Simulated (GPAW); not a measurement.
**Si/V(100): converging a work function**

Aim: the settings at which the work function of Si/V(100) stops moving.

Calculated with GPAW 26.7.0; GPAW, PAW setups; slab in vacuum.

## Step 1: Starting point

The cell holds 6 atoms: 5 V and 1 Si. Its edges and angles: a = 3.020 Å, b = 3.020 Å, c = 24.812 Å, α = 90.0°, β = 90.0°, γ = 90.0°. Vacuum lies along c.

## Step 2: Relaxation

The atoms are relaxed first, since the surface dipole, and with it the work function, follows the positions of the outer layers. The lowest 3 atoms are held at bulk positions and keep their forces.

run.py

```python
import json
import numpy as np
from ase import Atoms
from ase.constraints import FixAtoms
from ase.optimize import BFGS
from gpaw import GPAW, PW

slab = Atoms(
    ['V', 'V', 'V', 'V', 'V', 'Si'],
    positions=[
        [0.00000, 0.00000, 8.00000],
        [1.51000, 1.51000, 9.51000],
        [0.00000, 0.00000, 11.02000],
        [1.51000, 1.51000, 12.53000],
        [0.00000, 0.00000, 14.04000],
        [0.00000, 0.00000, 16.81200]],
    cell=[[3.02, 0.0, 0.0], [0.0, 3.02, 0.0], [0.0, 0.0, 24.812]],
    pbc=[True, True, False])

slab.calc = GPAW(mode=PW(400), xc='PBE', kpts={'size': (10, 10, 1), 'gamma': True},
                 occupations={'name': 'fermi-dirac', 'width': 0.1}, nbands='140%',
                 convergence={'density': 0.0001}, maxiter=200,
                 poissonsolver={'dipolelayer': 'xy'},
                 symmetry={'tolerance': 1e-3, 'extra_ids': [1, 1, 1, 0, 0, 0]}, txt='slab.txt')
result = {}
slab.set_constraint(FixAtoms([0, 1, 2]))
path = []
opt = BFGS(slab, maxstep=0.2)
opt.attach(lambda: path.append((slab.get_potential_energy(), slab.positions.tolist(), slab.get_forces().tolist())))
result['relaxed'] = bool(opt.run(fmax=0.05, steps=30))
result['path'] = path
energy = slab.get_potential_energy()
fermi = slab.calc.get_fermi_level()
v = slab.calc.get_electrostatic_potential().mean((0, 1)) - fermi
n = slab.calc.get_pseudo_density().mean((0, 1))
L = slab.cell[2, 2]
z = np.arange(len(v)) * L / len(v)
low, high = slab.positions[:, 2].min(), slab.positions[:, 2].max()
below, above = np.interp([low - 5.8, high + 5.8], z, v)
slopes = [np.interp(x, z, np.gradient(v, z)) for x in (low - 5.8, high + 5.8)]
eps = np.array([[slab.calc.get_eigenvalues(k, s) for k in range(len(slab.calc.get_ibz_k_points()))]
                for s in range(slab.calc.get_number_of_spins())]) - fermi
top, bottom = eps[eps < 0].max(), eps[eps > 0].min()
dipole = slab.get_dipole_moment()[2]
print(f'energy {energy:.4f} eV, Fermi level {fermi:.4f} eV, dipole {dipole:.5f} e A')
print(f'potential 5.8 A off the faces, from the Fermi level: lower {below:.4f} eV, upper {above:.4f} eV')
print(f'slope of the potential there: lower {slopes[0]:.5f}, upper {slopes[1]:.5f} eV/A')
print(f'nearest levels on the mesh: {top:.4f} and {bottom:.4f} eV')
print('magnetic moment', round(slab.get_magnetic_moment(), 3))
result.update(energy=energy, fermi=fermi, dipole=dipole, below=below, above=above, slopes=slopes, edges=[top, bottom],
              z=z.tolist(), v=v.tolist(), n=n.tolist(), positions=slab.positions.tolist(),
              forces=slab.get_forces(apply_constraint=False).tolist(), moments=slab.get_magnetic_moments().tolist())
json.dump(result, open('result.json', 'w'))
```

Command:

```sh
> OMP_NUM_THREADS=1 OPENBLAS_NUM_THREADS=1 python run.py
```

The program printed:

```text
Step          Energy          fmax
BFGS:    0      -44.139933        0.787659
BFGS:    1      -44.151401        0.773356
BFGS:    2      -44.255533        0.451615
BFGS:    3      -44.259080        0.410874
BFGS:    4      -44.294911        0.514715
BFGS:    5      -44.298983        0.482165
BFGS:    6      -44.322925        0.119708
BFGS:    7      -44.324675        0.013358
energy -44.1771 eV, Fermi level 0.7514 eV, dipole -0.05936 e A
potential 5.8 A off the faces, from the Fermi level: lower 3.8402 eV, upper 5.0174 eV
slope of the potential there: lower -0.00048, upper -0.00007 eV/A
nearest levels on the mesh: -0.0026 and 0.0011 eV
magnetic moment 0.0
```

The job ended after 19 min (1 thread of Arm Neoverse V1, shared host; peak memory 0.26 GiB).

This run has no spin polarisation, although V can carry a moment.

Relaxation path:

```tsv
step	energy less that of the first step (eV)	largest force (eV/Å)
1	0.0000	0.7877
2	-0.0116	0.7734
3	-0.1162	0.4516
4	-0.1197	0.4109
5	-0.1537	0.5147
6	-0.1584	0.4822
7	-0.1935	0.1197
8	-0.1928	0.0134
```

The atoms that moved most (Å):

```tsv
atom	dx	dy	dz	length
Si6	0.000	0.000	-0.427	0.427
V5	0.000	0.000	-0.151	0.151
V4	0.000	0.000	-0.021	0.021
```

The relaxed structure:

```xyz
6
Lattice="3.0200 0.0000 0.0000 0.0000 3.0200 0.0000 0.0000 0.0000 24.8120" Properties=species:S:1:pos:R:3
V     0.0000    0.0000    8.0000
V     1.5100    1.5100    9.5100
V     0.0000    0.0000   11.0200
V     1.5100    1.5100   12.5095
V     0.0000    0.0000   13.8893
Si    0.0000    0.0000   16.3848
```

Numbers from this step:

| Item | Value |
| --- | --- |
| dipole along the normal | -0.05936 e·Å |
| levels nearest the Fermi level on the mesh | -0.002644, 0.001102 eV from the Fermi level |
| upper work function | 5.017 eV |
| lower work function | 3.840 eV |

The electrostatic potential energy of an electron (without an applied field's), less the Fermi level, planar mean oscillates, so the rows of the table below give means over windows of 1.5 Å about each position, cut where the curve ends. Its maxima inside the range that stand out by 2 % of the span (Å: eV): 8.8: -5.53, 10.2: -5.60, 11.8: -5.84, 13.2: -7.36, 15.2: 2.17, 23.3: 5.02. Its minima: 8.0: -13.5, 9.5: -13.4, 11.1: -13.4, 12.5: -13.6, 13.9: -13.8, 16.4: -13.1.

Table of electrostatic potential energy of an electron (without an applied field's), less the Fermi level, planar mean by z; means over each step:

```tsv
z (Å)	electrostatic potential energy of an electron (without an applied field's), less the Fermi level, planar mean (eV)
0.75	3.91
2.25	3.84
3.75	3.83
5.25	3.69
6.75	0.646
8.25	-9.30
9.75	-9.34
11.25	-9.46
12.75	-10.2
14.25	-7.17
15.75	-4.13
17.25	-1.35
18.75	4.86
20.25	5.01
21.75	5.02
23.25	5.02
```

The pseudo valence density, planar mean oscillates, so the rows of the table below give means over windows of 1 Å about each position, cut where the curve ends. Its maxima inside the range that stand out by 2 % of the span (Å: e/Å³): 8.1: 1.64, 9.5: 1.70, 11.0: 1.67, 12.6: 1.62, 13.9: 1.67, 15.9: 0.211. Its minima: 8.7: 0.408, 10.3: 0.403, 11.8: 0.403, 13.2: 0.485, 15.1: 0.134.

Table of pseudo valence density, planar mean by z; means over each step:

z (Å), pseudo valence density, planar mean (e/Å³) and a bar:
```
        3       0.00 
        4       0.00 
        5       0.00 
        6       0.01 
        7       0.15 ####
        8       1.14 #############################
        9       0.83 #####################
       10       0.84 #####################
       11       1.17 ##############################
       12       0.84 ######################
       13       0.93 ########################
       14       1.11 ############################
       15       0.17 ####
       16       0.19 #####
       17       0.16 ####
       18       0.03 #
       19       0.00 
       20       0.00 
       21       0.00
```

The relaxation lowered the energy of the cell by 0.193 eV (energies extrapolated to zero smearing; the optimiser's log prints free energies). The largest force left on a free atom is 0.013 eV/Å.

## Step 3: Plane waves, PBE

With the geometry fixed, the planar mean of the potential gives the vacuum level on each side.

Edit run.py of step 2 so:

```diff
@@ -3,4 +3,2 @@
 from ase import Atoms
-from ase.constraints import FixAtoms
-from ase.optimize import BFGS
 from gpaw import GPAW, PW
@@ -13,5 +11,5 @@
         [0.00000, 0.00000, 11.02000],
-        [1.51000, 1.51000, 12.53000],
-        [0.00000, 0.00000, 14.04000],
-        [0.00000, 0.00000, 16.81200]],
+        [1.51000, 1.51000, 12.50945],
+        [-0.00000, 0.00000, 13.88926],
+        [0.00000, -0.00000, 16.38484]],
     cell=[[3.02, 0.0, 0.0], [0.0, 3.02, 0.0], [0.0, 0.0, 24.812]],
@@ -21,12 +19,6 @@
                  occupations={'name': 'fermi-dirac', 'width': 0.1}, nbands='140%',
-                 convergence={'density': 0.0001}, maxiter=200,
+                 convergence={'density': 1e-05}, maxiter=200,
                  poissonsolver={'dipolelayer': 'xy'},
-                 symmetry={'tolerance': 1e-3, 'extra_ids': [1, 1, 1, 0, 0, 0]}, txt='slab.txt')
+                 symmetry={'tolerance': 1e-3}, txt='slab.txt')
 result = {}
-slab.set_constraint(FixAtoms([0, 1, 2]))
-path = []
-opt = BFGS(slab, maxstep=0.2)
-opt.attach(lambda: path.append((slab.get_potential_energy(), slab.positions.tolist(), slab.get_forces().tolist())))
-result['relaxed'] = bool(opt.run(fmax=0.05, steps=30))
-result['path'] = path
 energy = slab.get_potential_energy()
```

The program printed:

```text
energy -44.1771 eV, Fermi level 0.7513 eV, dipole -0.05936 e A
potential 5.8 A off the faces, from the Fermi level: lower 3.8407 eV, upper 5.0174 eV
slope of the potential there: lower -0.00047, upper -0.00007 eV/A
nearest levels on the mesh: -0.0025 and 0.0011 eV
magnetic moment 0.0
```

Run time: 2.9 min. Hardware: 1 thread; peak memory 0.26 GiB.

Numbers from this step:

```
levels nearest the Fermi level on the mesh : -0.002524, 0.001067 eV from the Fermi level
lower work function                        : 3.841 eV
```

The electrostatic potential energy of an electron (without an applied field's), less the Fermi level, planar mean oscillates, so the rows of the table below give means over windows of 1.5 Å about each position, cut where the curve ends. Its maxima inside the range that stand out by 2 % of the span (Å: eV): 8.8: -5.53, 10.2: -5.60, 11.8: -5.84, 13.2: -7.36, 15.2: 2.17, 23.3: 5.02. Its minima: 8.0: -13.5, 9.5: -13.4, 11.1: -13.4, 12.5: -13.6, 13.9: -13.8, 16.4: -13.1.

Table of electrostatic potential energy of an electron (without an applied field's), less the Fermi level, planar mean by z; means over each step:

z (Å), electrostatic potential energy of an electron (without an applied field's), less the Fermi level, planar mean (eV) and a bar from the least value:
```
     0.75        3.9 ############################
     2.25        3.8 ############################
     3.75        3.8 ############################
     5.25        3.7 ###########################
     6.75        0.6 #####################
     8.25       -9.3 ##
     9.75       -9.3 ##
    11.25       -9.5 #
    12.75      -10.2 
    14.25       -7.2 ######
    15.75       -4.1 ############
    17.25       -1.4 #################
    18.75        4.9 ##############################
    20.25        5.0 ##############################
    21.75        5.0 ##############################
    23.25        5.0 ##############################
```

The pseudo valence density, planar mean oscillates, so the rows of the table below give means over windows of 1 Å about each position, cut where the curve ends. Its maxima inside the range that stand out by 2 % of the span (Å: e/Å³): 8.1: 1.64, 9.5: 1.70, 11.0: 1.67, 12.6: 1.62, 13.9: 1.67, 15.9: 0.211. Its minima: 8.7: 0.408, 10.3: 0.403, 11.8: 0.403, 13.2: 0.485, 15.1: 0.134.

Table of pseudo valence density, planar mean by z; means over each step:

```tsv
z (Å)	pseudo valence density, planar mean (e/Å³)
3	2.7e-5
4	2.2e-4
5	0.00179
6	0.0135
7	0.147
8	1.14
9	0.826
10	0.839
11	1.17
12	0.841
13	0.926
14	1.11
15	0.169
16	0.192
17	0.162
18	0.0325
19	0.00250
20	1.7e-4
21	1.1e-5
```

Force by atom:

```tsv
atom	x (eV/Å)	y (eV/Å)	z (eV/Å)	size
V1	0.00	0.00	1.10	1.10
V2	0.00	0.00	-0.89	0.89
V3	0.00	0.00	-0.20	0.20
V4	0.00	0.00	0.00	0.00
V5	0.00	0.00	-0.01	0.01
Si6	0.00	0.00	0.00	0.00
```

The potential is flat to 4.7e-4 eV/Å where it is read, so the vacuum is wide enough.

## Step 4: Cutoff 200

The cutoff limits how sharply the smooth valence waves can vary, which tells mostly near the atoms.

Edit run.py of step 3 so:

```diff
@@ -17,3 +17,3 @@
 
-slab.calc = GPAW(mode=PW(400), xc='PBE', kpts={'size': (10, 10, 1), 'gamma': True},
+slab.calc = GPAW(mode=PW(200), xc='PBE', kpts={'size': (10, 10, 1), 'gamma': True},
                  occupations={'name': 'fermi-dirac', 'width': 0.1}, nbands='140%',
```

The program printed:

```text
energy -41.7315 eV, Fermi level 0.7595 eV, dipole -0.05846 e A
potential 5.8 A off the faces, from the Fermi level: lower 3.8660 eV, upper 5.0252 eV
slope of the potential there: lower -0.00127, upper 0.00107 eV/A
nearest levels on the mesh: -0.0067 and 0.0053 eV
magnetic moment 0.0
```

The job ended after 67 s (1 thread; peak memory 0.17 GiB).

The run finished. A setting was moved off its sound value on purpose, so it serves as a test and not as the result.

The fault put into the input: a cutoff under that of the base run: the energy of the cell lies 2.4 eV from the base value (ecut = 200).

The two runs compared:

```tsv
quantity	this run	sound run	difference
dipole along the normal (e·Å)	-0.058461	-0.059358	9.0e-4
upper work function (eV)	5.0252	5.0174	0.00774
lower work function (eV)	3.8660	3.8407	0.0253
```

## Step 5: Cutoff 300

The cutoff limits how sharply the smooth valence waves can vary, which tells mostly near the atoms.

Edit run.py of step 4 so:

```diff
@@ -17,3 +17,3 @@
 
-slab.calc = GPAW(mode=PW(200), xc='PBE', kpts={'size': (10, 10, 1), 'gamma': True},
+slab.calc = GPAW(mode=PW(300), xc='PBE', kpts={'size': (10, 10, 1), 'gamma': True},
                  occupations={'name': 'fermi-dirac', 'width': 0.1}, nbands='140%',
```

The program printed:

```text
energy -43.7825 eV, Fermi level 0.7528 eV, dipole -0.05901 e A
potential 5.8 A off the faces, from the Fermi level: lower 3.8466 eV, upper 5.0188 eV
slope of the potential there: lower -0.00010, upper 0.00003 eV/A
nearest levels on the mesh: -0.0037 and 0.0016 eV
magnetic moment 0.0
```

The job ended after 2.2 min (1 thread; peak memory 0.21 GiB).

The run finished. A setting was moved off its sound value on purpose, so it serves as a test and not as the result.

The fault put into the input: a cutoff under that of the base run: the energy of the cell lies 0.39 eV from the base value (ecut = 300).

Side by side:

```tsv
quantity	this run	sound run	difference
dipole along the normal (e·Å)	-0.059007	-0.059358	3.5e-4
upper work function (eV)	5.0188	5.0174	0.00138
lower work function (eV)	3.8466	3.8407	0.00589
```

## Step 6: Cutoff 700: ecut = 700

The cutoff limits how sharply the smooth valence waves can vary, which tells mostly near the atoms.

Edit run.py of step 5 so:

```diff
@@ -17,3 +17,3 @@
 
-slab.calc = GPAW(mode=PW(300), xc='PBE', kpts={'size': (10, 10, 1), 'gamma': True},
+slab.calc = GPAW(mode=PW(700), xc='PBE', kpts={'size': (10, 10, 1), 'gamma': True},
                  occupations={'name': 'fermi-dirac', 'width': 0.1}, nbands='140%',
```

The program printed:

```text
energy -44.2627 eV, Fermi level 0.7508 eV, dipole -0.05942 e A
potential 5.8 A off the faces, from the Fermi level: lower 3.8396 eV, upper 5.0176 eV
slope of the potential there: lower -0.00022, upper 0.00004 eV/A
nearest levels on the mesh: -0.0024 and 0.0004 eV
magnetic moment 0.0
```

Elapsed: 6.8 min, on 1 thread; peak memory 0.46 GiB.

This step gave:

```yaml
dipole_along_the_normal: -0.05942 e·Å
levels_nearest_the_fermi_level_on_the_mesh: -0.002440, 3.99e-4 eV from the Fermi level
upper_work_function: 5.018 eV
lower_work_function: 3.840 eV
```

The electrostatic potential energy of an electron (without an applied field's), less the Fermi level, planar mean oscillates, so the rows of the table below give means over windows of 1.47 Å about each position, cut where the curve ends. Its maxima inside the range that stand out by 2 % of the span (Å: eV): 8.8: -5.52, 10.2: -5.60, 11.7: -5.92, 13.2: -7.30, 15.2: 2.17, 24.0: 5.02. Its minima: 8.0: -13.6, 9.5: -13.4, 11.0: -13.5, 12.5: -13.6, 13.9: -13.8, 16.4: -13.2.

The electrostatic potential energy of an electron (without an applied field's), less the Fermi level, planar mean by z; means over each step:

```tsv
z (Å)	electrostatic potential energy of an electron (without an applied field's), less the Fermi level, planar mean (eV)
0.73	3.92
2.21	3.84
3.68	3.83
5.15	3.72
6.62	1.45
8.09	-9.22
9.55	-9.39
11.03	-9.51
12.50	-9.86
13.97	-9.01
15.44	-1.25
16.91	-5.16
18.38	4.59
19.85	5.01
21.32	5.02
22.79	5.02
24.26	4.96
```

The pseudo valence density, planar mean oscillates, so the rows of the table below give means over windows of 1.47 Å about each position, cut where the curve ends. Its maxima inside the range that stand out by 2 % of the span (Å: e/Å³): 8.1: 1.64, 9.5: 1.67, 11.0: 1.70, 12.6: 1.69, 14.0: 1.63, 16.0: 0.210. Its minima: 8.7: 0.408, 10.2: 0.391, 11.8: 0.403, 13.2: 0.484, 15.0: 0.133.

Pseudo valence density, planar mean against z; means over each step:

```tsv
z (Å)	pseudo valence density, planar mean (e/Å³)
3.68	1.3e-4
5.15	0.00284
6.62	0.0640
8.09	0.919
9.55	0.960
11.03	0.961
12.50	0.985
13.97	0.909
15.44	0.170
16.91	0.159
18.38	0.0163
19.85	3.4e-4
21.32	6.3e-6
```

Force by atom:

```tsv
atom	x (eV/Å)	y (eV/Å)	z (eV/Å)	size
V1	0.00	0.00	1.11	1.11
V2	0.00	0.00	-0.89	0.89
V3	0.00	0.00	-0.20	0.20
V4	0.00	0.00	0.00	0.00
V5	0.00	0.00	-0.02	0.02
Si6	0.00	0.00	0.00	0.00
```

The upper face's work function is 5.018 eV, against 5.017 eV in the first plane-wave PBE run at this geometry.

## Step 7: K mesh 3×3

The mesh in the plane samples the bands: a metal's Fermi level needs it dense, and band edges must lie on it.

Edit run.py of step 6 so:

```diff
@@ -17,3 +17,3 @@
 
-slab.calc = GPAW(mode=PW(700), xc='PBE', kpts={'size': (10, 10, 1), 'gamma': True},
+slab.calc = GPAW(mode=PW(400), xc='PBE', kpts={'size': (3, 3, 1), 'gamma': True},
                  occupations={'name': 'fermi-dirac', 'width': 0.1}, nbands='140%',
```

The program printed:

```text
energy -43.7480 eV, Fermi level 0.7505 eV, dipole -0.04649 e A
potential 5.8 A off the faces, from the Fermi level: lower 3.9547 eV, upper 4.8760 eV
slope of the potential there: lower -0.00045, upper -0.00005 eV/A
nearest levels on the mesh: -0.1811 and 0.0128 eV
magnetic moment 0.0
```

It took 32 s on 1 thread; peak memory 0.19 GiB.

The run finished with changed settings (kpts = [3, 3]); it serves as a test.

Side by side:

```tsv
quantity	this run	sound run	difference
dipole along the normal (e·Å)	-0.046486	-0.059358	0.0129
upper work function (eV)	4.8760	5.0174	-0.141
lower work function (eV)	3.9547	3.8407	0.114
```

One result that differs is the dipole along the normal, -0.0465 e·Å against -0.0594 e·Å.

## Step 8: K mesh 6×6

The mesh in the plane samples the bands: a metal's Fermi level needs it dense, and band edges must lie on it.

Edit run.py of step 7 so:

```diff
@@ -17,3 +17,3 @@
 
-slab.calc = GPAW(mode=PW(400), xc='PBE', kpts={'size': (3, 3, 1), 'gamma': True},
+slab.calc = GPAW(mode=PW(400), xc='PBE', kpts={'size': (6, 6, 1), 'gamma': True},
                  occupations={'name': 'fermi-dirac', 'width': 0.1}, nbands='140%',
```

The program printed:

```text
energy -44.1986 eV, Fermi level 0.7312 eV, dipole -0.06048 e A
potential 5.8 A off the faces, from the Fermi level: lower 3.8577 eV, upper 5.0568 eV
slope of the potential there: lower -0.00047, upper -0.00007 eV/A
nearest levels on the mesh: -0.0260 and 0.0077 eV
magnetic moment 0.0
```

It took 87 s on 1 thread; peak memory 0.21 GiB.

The run finished with changed settings (kpts = [6, 6]); it serves as a test.

The two runs compared:

```tsv
quantity	this run	sound run	difference
dipole along the normal (e·Å)	-0.060485	-0.059358	-0.00113
upper work function (eV)	5.0568	5.0174	0.0393
lower work function (eV)	3.8577	3.8407	0.0170
```

The two runs differ clearly in the upper work function: 5.06 eV against 5.02 eV.

(Part 1 of 2 ends here.)

[Logs are printed without paths, hosts, clocks, repeated set-up lines and the standing remarks that a program may print on its own settings, such as how far it seeks lower states.]

[Hosts, paths, dates, database ids (printed as entryN), source tags and the programs' standing remarks are cut or masked in the printed files.]
